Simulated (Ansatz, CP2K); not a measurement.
# Running generalised stacking fault on (111) (shuffle set) of a GaAs-GaSb solid solution (48 atoms) with CP2K, part 2 of 2

Aim: run generalised stacking fault on (111) (shuffle set) of a GaAs-GaSb solid solution (48 atoms) in CP2K and see how near its forces come to a plane-wave reference, and at what cost.

Program: CP2K 2026.2; the method stands at each step. Banners, paths, timers and routine set-up lines are dropped from the logs unmarked, and long logs keep their key lines alone; longer cuts are marked.

So far. Step 2 (PBE, DZVP-UZH, 800/60 Ry, diagonalisation): Forces lie 3.7 % from the reference's, at 6.2 times its CPU time (on 2 against 4 cores). Step 3 (PBE, DZVP-UZH, 560/60 Ry, diagonalisation): Against the first run (3.7 %), the force difference from the reference is 11 %, at 1.0 times the CPU time: the grid matters here.

## Step 4: PBE, SZV-MOLOPT-SR, 800/60 Ry, diagonalisation

Method: Kohn-Sham DFT, PBE, GTH-PBE pseudopotentials, Gaussian and plane waves, SZV-MOLOPT-SR-GTH, diagonalisation.

input.inp reads:

```
&GLOBAL
  PROJECT cell
  RUN_TYPE ENERGY_FORCE
  PRINT_LEVEL LOW
&END GLOBAL
&FORCE_EVAL
  METHOD QS
  STRESS_TENSOR ANALYTICAL
  &DFT
    BASIS_SET_FILE_NAME BASIS_MOLOPT
    POTENTIAL_FILE_NAME GTH_POTENTIALS
    &MGRID
      CUTOFF 800
      REL_CUTOFF 60
      NGRIDS 5
    &END MGRID
    &QS
      EPS_DEFAULT 1.0E-12
    &END QS
    &SCF
      SCF_GUESS ATOMIC
      EPS_SCF 1.0E-06
      MAX_SCF 200
      ADDED_MOS 24
      &DIAGONALIZATION
        ALGORITHM STANDARD
      &END DIAGONALIZATION
      &SMEAR ON
        METHOD FERMI_DIRAC
        ELECTRONIC_TEMPERATURE [K] 580
      &END SMEAR
      &MIXING
        METHOD BROYDEN_MIXING
        ALPHA 0.15
        NBROYDEN 8
      &END MIXING
      &PRINT
        &RESTART OFF
        &END RESTART
      &END PRINT
    &END SCF
    &XC
      &XC_FUNCTIONAL PBE
      &END XC_FUNCTIONAL
    &END XC
    &PRINT
      &MULLIKEN ON
      &END MULLIKEN
      &HIRSHFELD ON
        SHAPE_FUNCTION DENSITY
      &END HIRSHFELD
      &MO ON
        EIGENVALUES T
        OCCUPATION_NUMBERS T
        MO_INDEX_RANGE 205 228
        &EACH
          QS_SCF 0
        &END EACH
        ADD_LAST NUMERIC
      &END MO
    &END PRINT
  &END DFT
  &SUBSYS
    &CELL
      A 8.26650 0.00000 0.00000
      B 0.00000 7.15900 0.00000
      C 1.37778 0.00000 20.24871
    &END CELL
    &COORD
      SCALED
[... 48 atom lines left out: the same atoms as in the first run ...]
    &END COORD
    &KIND Ga
      BASIS_SET SZV-MOLOPT-SR-GTH-q13
      POTENTIAL GTH-PBE-q13
    &END KIND
    &KIND Sb
      BASIS_SET SZV-MOLOPT-SR-GTH-q5
      POTENTIAL GTH-PBE-q5
    &END KIND
    &KIND As
      BASIS_SET SZV-MOLOPT-SR-GTH-q5
      POTENTIAL GTH-PBE-q5
    &END KIND
  &END SUBSYS
  &PRINT
    &FORCES ON
    &END FORCES
    &STRESS_TENSOR ON
    &END STRESS_TENSOR
  &END PRINT
&END FORCE_EVAL
```

On the command line:

```console
$ OMP_NUM_THREADS=1 cp2k.psmp -i input.inp > output.txt
```

Numbers of over 12 decimals in the logs are rounded to 6 here.

Output:

```text
CP2K| version string:                                       CP2K version 2026.2
 CP2K| Input file name                                                 input.inp
 GLOBAL| Basis set file name                                        BASIS_MOLOPT
 GLOBAL| Potential file name                                      GTH_POTENTIALS
 GLOBAL| Run type                                                   ENERGY_FORCE
 GLOBAL| Total number of message passing processes                             1
 GLOBAL| Number of threads for this process                                    1
 TOTAL NUMBERS AND MAXIMUM NUMBERS
  Total number of            - Atomic kinds:                                   3
                             - Atoms:                                         48
[... lines left out ...]
                        Smear method:                                FERMI_DIRAC
[... lines left out ...]
 Number of electrons:                                                        432
[... lines left out ...]
  Step     Update method      Time    Convergence         Total energy    Change
[... lines left out ...]
  *** SCF run converged in    19 steps ***
[... lines left out ...]
  Fermi energy:                                                 0.180808
  Total energy:                                             -1932.906326
  Total energy (extrapolated to T->0):                      -1932.904361
[... lines left out ...]
 MO| E(Fermi):            0.180808 a.u.          4.920025 eV
[... lines left out ...]
 !-----------------------------------------------------------------------------!
 !-----------------------------------------------------------------------------!
                           Hirshfeld Charges
  #Atom  Element  Kind  Ref Charge     Population                    Net charge
      1       Ga     1      13.000         12.881                         0.119
      2       Sb     2       5.000          5.064                        -0.064
      3       Ga     1      13.000         12.887                         0.113
[...]
47       Ga     1      13.000         12.870                         0.130
     48       Sb     2       5.000          5.030                        -0.030
  Total Charge                                                           -0.000
 !-----------------------------------------------------------------------------!
 ENERGY| Total FORCE_EVAL ( QS ) energy [hartree]          -1932.906310
 FORCES| Atomic forces [hartree/bohr]
 FORCES|   Atom     x               y               z               |f|
 FORCES|      1  4.22272394E-02  9.31034302E-04  2.54035663E-02   4.92884140E-02
 FORCES|      2 -4.24341670E-02  8.23498941E-03 -3.20512990E-02   5.38122602E-02
 FORCES|      3 -1.14395775E-02  7.51649218E-03  2.66902623E-02   2.99955278E-02
[...]
FORCES|     47  6.74128153E-03 -9.22776992E-03 -2.13436107E-02   2.42104591E-02
 FORCES|     48 -8.53091283E-05  2.26600713E-03 -4.58864879E-03   5.11837510E-03
 FORCES| Sum    -8.82914933E-04  4.41577547E-03 -2.62627223E-04
 FORCES| Total atomic force                                       4.51082973E-03
 STRESS| Analytical stress tensor [bar]
 STRESS|                        x                   y                   z
 STRESS|      x        1.23049577047E+05  -2.66930058620E+03  -2.00697235474E+04
 STRESS|      y       -2.66930058620E+03   4.07851432950E+04  -5.78288961667E+03
 STRESS|      z       -2.00697235474E+04  -5.78288961667E+03   4.86627463294E+04
 STRESS| 1/3 Trace                                             7.08324888906E+04
```

It took 3.8 min on 1 thread of Arm Neoverse V2, shared host; peak memory 4.3 GiB.

Against the reference:

| Property | Result |
| --- | --- |
| r.m.s. force component | 0.7732 eV/Å |
| r.m.s. difference of force components | 182.4 meV/Å |
| longest difference of force vectors | 719.5 meV/Å |
| force difference over r.m.s. force | 28.01 % |
| slope of forces against the reference's | 1.166 |
| correlation of force components | 0.9818 |
| pressure | 7.083 GPa |
| pressure difference | 2.002 GPa |

This is a coarse setting, run to see what it loses.

Against the first run (3.7 %), the force difference from the reference is 28 %, at 0.52 times the CPU time (on 1 against 2 cores), with 312 basis functions against 912; this set comes with other potentials too, so the change isn't the basis's alone.

## Step 5: PBE, DZVP-UZH, 800/30 Ry, diagonalisation

Method: Kohn-Sham DFT, PBE, GTH-PBE pseudopotentials, Gaussian and plane waves, DZVP-MOLOPT (UZH set), diagonalisation.

Changes to input.inp since step 4:

```diff
@@ -9,7 +9,7 @@
   &DFT
-    BASIS_SET_FILE_NAME BASIS_MOLOPT
-    POTENTIAL_FILE_NAME GTH_POTENTIALS
+    BASIS_SET_FILE_NAME BASIS_MOLOPT_UZH
+    POTENTIAL_FILE_NAME POTENTIAL_UZH
     &MGRID
       CUTOFF 800
-      REL_CUTOFF 60
+      REL_CUTOFF 30
       NGRIDS 5
@@ -23,3 +23,3 @@
       MAX_SCF 200
-      ADDED_MOS 24
+      ADDED_MOS 33
       &DIAGONALIZATION
@@ -73,3 +73,3 @@
     &KIND Ga
-      BASIS_SET SZV-MOLOPT-SR-GTH-q13
+      BASIS_SET DZVP-MOLOPT-PBE-GTH-q13
       POTENTIAL GTH-PBE-q13
@@ -77,3 +77,3 @@
     &KIND Sb
-      BASIS_SET SZV-MOLOPT-SR-GTH-q5
+      BASIS_SET DZVP-MOLOPT-PBE-GTH-q5
       POTENTIAL GTH-PBE-q5
@@ -81,3 +81,3 @@
     &KIND As
-      BASIS_SET SZV-MOLOPT-SR-GTH-q5
+      BASIS_SET DZVP-MOLOPT-PBE-GTH-q5
       POTENTIAL GTH-PBE-q5
```

On the command line:

```console
$ OMP_NUM_THREADS=2 cp2k.psmp -i input.inp > output.txt
```

Output:

```text
CP2K| version string:                                       CP2K version 2026.2
 CP2K| Input file name                                                 input.inp
 GLOBAL| Basis set file name                                    BASIS_MOLOPT_UZH
 GLOBAL| Potential file name                                       POTENTIAL_UZH
 GLOBAL| Run type                                                   ENERGY_FORCE
 GLOBAL| Total number of message passing processes                             1
 GLOBAL| Number of threads for this process                                    2
[... lines left out ...]
                        Smear method:                                FERMI_DIRAC
[... lines left out ...]
 Number of electrons:                                                        432
[... lines left out ...]
  Step     Update method      Time    Convergence         Total energy    Change
[... lines left out ...]
  *** SCF run converged in    18 steps ***
[... lines left out ...]
  Fermi energy:                                                 0.161159
  Total energy:                                             -1933.749742
  Total energy (extrapolated to T->0):                      -1933.746867
[... lines left out ...]
 MO| E(Fermi):            0.161159 a.u.          4.385365 eV
[... lines left out ...]
     48       Sb     2       5.000          5.036                        -0.036
  Total Charge                                                           -0.000
 !-----------------------------------------------------------------------------!
 ENERGY| Total FORCE_EVAL ( QS ) energy [hartree]          -1933.749739
 FORCES| Atomic forces [hartree/bohr]
 FORCES|   Atom     x               y               z               |f|
 FORCES|      1  3.19319938E-02  2.91881859E-03  1.74616149E-02   3.65113643E-02
 FORCES|      2 -3.00119045E-02  6.37432600E-03 -2.80749391E-02   4.15878425E-02
 FORCES|      3 -1.47676111E-02  9.95796392E-03  2.36347673E-02   2.95946889E-02
[...]
FORCES|     47  4.64639971E-03 -7.36201681E-03 -2.50243386E-02   2.64953929E-02
 FORCES|     48  2.24113465E-03  1.12495883E-03  1.20427172E-03   2.78181366E-03
 FORCES| Sum    -2.66179367E-03  1.16385471E-04  3.92444203E-03
 FORCES| Total atomic force                                       4.74340978E-03
 STRESS| Analytical stress tensor [bar]
 STRESS|                        x                   y                   z
 STRESS|      x        1.21486274874E+05  -2.03022739882E+03  -1.31045099487E+04
 STRESS|      y       -2.03022739882E+03   2.83036255295E+04  -1.67778465487E+03
 STRESS|      z       -1.31045099487E+04  -1.67778465487E+03   3.04503173140E+04
 STRESS| 1/3 Trace                                             6.00800725726E+04
```

Run time: 3.2 min. Hardware: 2 threads; peak memory 4.4 GiB.

Compared with the plane-wave run:

```
r.m.s. force component                          : 0.673 eV/Å
r.m.s. difference of force components           : 39.85 meV/Å
longest difference of force vectors             : 131.9 meV/Å
force difference over r.m.s. force              : 6.12 %
slope of forces against the reference's         : 1.032
correlation of force components                 : 0.9987
pressure                                        : 6.008 GPa
pressure difference                             : 0.9273 GPa
energy less the same-level run's                : -1.748 meV/atom
r.m.s. force difference from the same-level run : 33.1 meV/Å
```

This is a coarse setting, run to see what it loses.

Against the first run (3.7 %), the force difference from the reference is 6.1 %, at 0.79 times the CPU time: the grid matters here.

The difference per atom is largest on Ga (0.090 eV/Å on average, against 0.023 on Sb).

## Step 6: PBE, DZVP-UZH, 280/60 Ry, diagonalisation

Method: Kohn-Sham DFT, PBE, GTH-PBE pseudopotentials, Gaussian and plane waves, DZVP-MOLOPT (UZH set), diagonalisation.

Changes to input.inp since step 5:

```diff
@@ -12,5 +12,4 @@
     &MGRID
-      CUTOFF 800
-      REL_CUTOFF 30
-      NGRIDS 5
+      CUTOFF 280
+      REL_CUTOFF 60
     &END MGRID
@@ -68,6 +67,6 @@
     &END CELL
-    &COORD
-      SCALED
-[... 48 atom lines left out: the same atoms as in the first run ...]
-    &END COORD
+    &TOPOLOGY
+      COORD_FILE_NAME structure.xyz
+      COORD_FILE_FORMAT XYZ
+    &END TOPOLOGY
     &KIND Ga
```

structure.xyz reads:

```xyz
48

[... 48 atom lines left out: the same atoms as in the first run ...]
```

Output:

```text
CP2K| version string:                                       CP2K version 2026.2
 CP2K| Input file name                                                 input.inp
 GLOBAL| Basis set file name                                    BASIS_MOLOPT_UZH
 GLOBAL| Potential file name                                       POTENTIAL_UZH
 GLOBAL| Run type                                                   ENERGY_FORCE
 GLOBAL| Total number of message passing processes                             1
 GLOBAL| Number of threads for this process                                    2
 TOTAL NUMBERS AND MAXIMUM NUMBERS
  Total number of            - Atomic kinds:                                   3
                             - Atoms:                                         48
[... lines left out ...]
                        Smear method:                                FERMI_DIRAC
[... lines left out ...]
 Number of electrons:                                                        432
[... lines left out ...]
  Step     Update method      Time    Convergence         Total energy    Change
[... lines left out ...]
  *** SCF run converged in    18 steps ***
[... lines left out ...]
  Fermi energy:                                                 0.160790
  Total energy:                                             -1933.925384
  Total energy (extrapolated to T->0):                      -1933.922520
[... lines left out ...]
 MO| E(Fermi):            0.160790 a.u.          4.375331 eV
[... lines left out ...]
 !-----------------------------------------------------------------------------!
 !-----------------------------------------------------------------------------!
                           Hirshfeld Charges
  #Atom  Element  Kind  Ref Charge     Population                    Net charge
      1       Ga     1      13.000         12.890                         0.110
      2       Sb     2       5.000          5.057                        -0.057
      3       Ga     1      13.000         12.902                         0.098
[...]
47       Ga     1      13.000         12.885                         0.115
     48       Sb     2       5.000          5.035                        -0.035
  Total Charge                                                            0.000
 !-----------------------------------------------------------------------------!
 ENERGY| Total FORCE_EVAL ( QS ) energy [hartree]          -1933.925382
 FORCES| Atomic forces [hartree/bohr]
 FORCES|   Atom     x               y               z               |f|
 FORCES|      1  8.16582074E-02  9.42062138E-02 -2.27041221E-02   1.26721548E-01
 FORCES|      2 -2.98714934E-02  5.42063550E-03 -2.77200872E-02   4.11107364E-02
 FORCES|      3  6.64212101E-02 -7.81715702E-02 -4.26211854E-02   1.11081668E-01
[...]
FORCES|     47  9.01400971E-02  1.14917831E-01  9.01572384E-02   1.71638203E-01
 FORCES|     48  2.07705488E-03  4.07884730E-04  2.13860699E-03   3.00901426E-03
 FORCES| Sum     3.32153026E-01  4.09124195E-01 -1.38366109E-01
 FORCES| Total atomic force                                       5.44842564E-01
 STRESS| Analytical stress tensor [bar]
 STRESS|                        x                   y                   z
 STRESS|      x        1.35152117361E+05  -2.01684649562E+03  -1.09815719991E+04
 STRESS|      y       -2.01684649562E+03   4.37604928849E+04  -6.41176900490E+02
 STRESS|      z       -1.09815719991E+04  -6.41176900490E+02   4.00941028465E+04
 STRESS| 1/3 Trace                                             7.30022376976E+04
```

It took 3 min on 2 threads; peak memory 1.4 GiB; 5.7 min of CPU time.

Against the reference:

- r.m.s. force component: 2.654 eV/Å
- r.m.s. difference of force components: 2599 meV/Å
- longest difference of force vectors: 9601 meV/Å
- force difference over r.m.s. force: 399.1 %
- slope of forces against the reference's: 0.8462
- correlation of force components: 0.2083
- pressure: 7.3 GPa
- pressure difference: 2.22 GPa
- energy less the same-level run's: -101.3 meV/atom
- r.m.s. force difference from the same-level run: 2596 meV/Å

This is a coarse setting, run to see what it loses.

Against the first run (3.7 %), the force difference from the reference is 399 %, at 0.79 times the CPU time: the grid matters here.

The difference per atom is largest on Ga (6.1 eV/Å on average, against 0.055 on As). The forces add up to 28 eV/Å instead of zero, usually a sign of too coarse a grid.

## Step 7: All runs compared

Differences are against the plane-wave reference, forces as r.m.s. over components; share is that over the reference's r.m.s. force, slope the least-squares factor from reference forces to these. Total energies of different programs have different zeros and aren't compared.

| run | Δ force, r.m.s. (meV/Å) | share (%) | slope | Δ pressure (GPa) | cores | CPU time | memory (GiB) |
| --- | --- | --- | --- | --- | --- | --- | --- |
| reference | - | - | - | - | 4 | 71 s | 1.8 |
| CP2K PBE, DZVP-UZH, 800/60 Ry, diagonalisation | 24.0 | 3.69 | 1.022 | 0.827 | 2 | 7.2 min | 4.4 |
| CP2K PBE, DZVP-UZH, 560/60 Ry, diagonalisation (coarse) | 72.5 | 11.1 | 1.036 | 0.853 | 2 | 7.3 min | 2.8 |
| CP2K PBE, SZV-MOLOPT-SR, 800/60 Ry, diagonalisation (coarse) | 182 | 28.0 | 1.166 | 2.00 | 1 | 3.8 min | 4.3 |
| CP2K PBE, DZVP-UZH, 800/30 Ry, diagonalisation (coarse) | 39.9 | 6.12 | 1.032 | 0.927 | 2 | 5.7 min | 4.4 |
| CP2K PBE, DZVP-UZH, 280/60 Ry, diagonalisation (coarse) | 2599 | 399 | 0.846 | 2.22 | 2 | 5.7 min | 1.4 |

Rows marked coarse were listed beforehand as settings not expected to be converged; some can still land near the reference.

CPU time is summed over cores on a shared host, where runs went side by side, so it is rough. Symmetry, cutoffs, thresholds, outputs and thread counts weren't matched or tuned between programs; memory under MPI is the largest rank's times the ranks.

Mean charges by element (e), by run and scheme:

| run | scheme | Ga | Sb | As |
| --- | --- | --- | --- | --- |
| reference | Löwdin | -0.07 | +0.36 | -0.06 |
| CP2K PBE, DZVP-UZH, 800/60 Ry, diagonalisation | Mulliken | -0.03 | +0.30 | -0.17 |
| CP2K PBE, DZVP-UZH, 800/60 Ry, diagonalisation | Hirshfeld | +0.11 | -0.04 | -0.16 |
| CP2K PBE, DZVP-UZH, 560/60 Ry, diagonalisation | Mulliken | -0.03 | +0.30 | -0.17 |
| CP2K PBE, DZVP-UZH, 560/60 Ry, diagonalisation | Hirshfeld | +0.11 | -0.04 | -0.16 |

The reference's Löwdin charges lack the electrons that the projection spills, 0.022 e an atom on average.

Within one program, basis, potentials and functional, energies share a zero. Each run against its twin at the usual cutoff or grid and solver:

| run | twin | Δ energy (meV/atom) | Δ force, r.m.s. (meV/Å) | CPU time over the twin's |
| --- | --- | --- | --- | --- |
| CP2K PBE, DZVP-UZH, 560/60 Ry, diagonalisation | DZVP-UZH, 800/60 Ry, diagonalisation | -0.297 | 72.4 | 1.0 |
| CP2K PBE, DZVP-UZH, 800/30 Ry, diagonalisation | DZVP-UZH, 800/60 Ry, diagonalisation | -1.75 | 33.1 | 0.79 |
| CP2K PBE, DZVP-UZH, 280/60 Ry, diagonalisation | DZVP-UZH, 800/60 Ry, diagonalisation | -101 | 2596 | 0.79 |

A second geometry, displaced anew (every atom was moved at random, 0.06 Å r.m.s. a Cartesian component), gives an energy difference that all programs can be tested on. The reference puts it at 38.91 meV/atom.

| run | energy less the first geometry's (meV/atom) | error (meV/atom) | force share at the second geometry (%) |
| --- | --- | --- | --- |
| CP2K PBE, DZVP-UZH, 800/60 Ry, diagonalisation | 40.17 | 1.26 | 3.69 |
| CP2K PBE, DZVP-UZH, 560/60 Ry, diagonalisation | 39.81 | 0.898 | 7.38 |
| CP2K PBE, SZV-MOLOPT-SR, 800/60 Ry, diagonalisation | 48.85 | 9.93 | 28.1 |
| CP2K PBE, DZVP-UZH, 800/30 Ry, diagonalisation | 40.31 | 1.39 | 5.12 |
| CP2K PBE, DZVP-UZH, 280/60 Ry, diagonalisation | 55.85 | 16.9 | 278 |

Further runs of this program without a result: CP2K GFN1-xTB, diagonalisation (not converged).

## Step 8: Results

```json
{"nearest in forces": "CP2K PBE, DZVP-UZH, 800/60 Ry, diagonalisation, 3.7 %", "its CPU time": "7.2 min"}
```

In words: The PBE run in local orbitals, coarse settings apart, differs by 3.7 % (CP2K PBE, DZVP-UZH, 800/60 Ry, diagonalisation); basis, grid and potentials can all enter. Runs with settings chosen to be coarse differ by 6.1 % (CP2K PBE, DZVP-UZH, 800/30 Ry, diagonalisation) to 399 % (CP2K PBE, DZVP-UZH, 280/60 Ry, diagonalisation), their programs' other errors included. None of the electronic-structure runs in the table takes under half the reference's CPU time of 71 s; they take 3.2 to 6.2 times as much. CP2K PBE, SZV-MOLOPT-SR, 800/60 Ry, diagonalisation stiffens the forces by a factor of 1.17 while following their directions (correlation 0.982). In pressure, CP2K PBE, DZVP-UZH, 280/60 Ry, diagonalisation misses by +2.2 GPa, at the same functional. Charges hang on scheme and program or settings: among these rows the mean for Sb runs from -0.04 to +0.36 e. The energy difference between the two geometries, 38.9 meV/atom in the reference, is met best by CP2K PBE, DZVP-UZH, 560/60 Ry, diagonalisation (coarse) (+0.898) and worst by CP2K PBE, DZVP-UZH, 280/60 Ry, diagonalisation (coarse) (+16.9). The potentials hold different valence shells: 672 electrons in the reference, 432 in CP2K with SZV-MOLOPT-SR; this bears on time and differences. The reference's stress is far from hydrostatic: its diagonal is 11.1, 2.0, 2.2 GPa, compression counted positive. The host structure and its lattice constant were typed by rule, without a check against the phase diagram. The reference's pressure of 5.1 GPa belongs to a cell and atoms that aren't relaxed at this level. The electronic-structure runs sample only Γ, in a cell whose shortest periodic width is 7 Å, which is coarse for a cell with partly filled levels. Spin–orbit coupling is left out, which matters for the levels of the heavy elements.

[Also dropped from logs without a mark: logging warnings of Python, and SIESTA's first energy breakdown and zero terms.]

[Logs are printed without paths, hosts, clocks, repeated set-up lines and the standing remarks that a program may print on its own settings, such as how far it seeks lower states.]

[Hosts, paths, dates, database ids (printed as entryN), source tags and the programs' standing remarks are cut or masked in the printed files.]
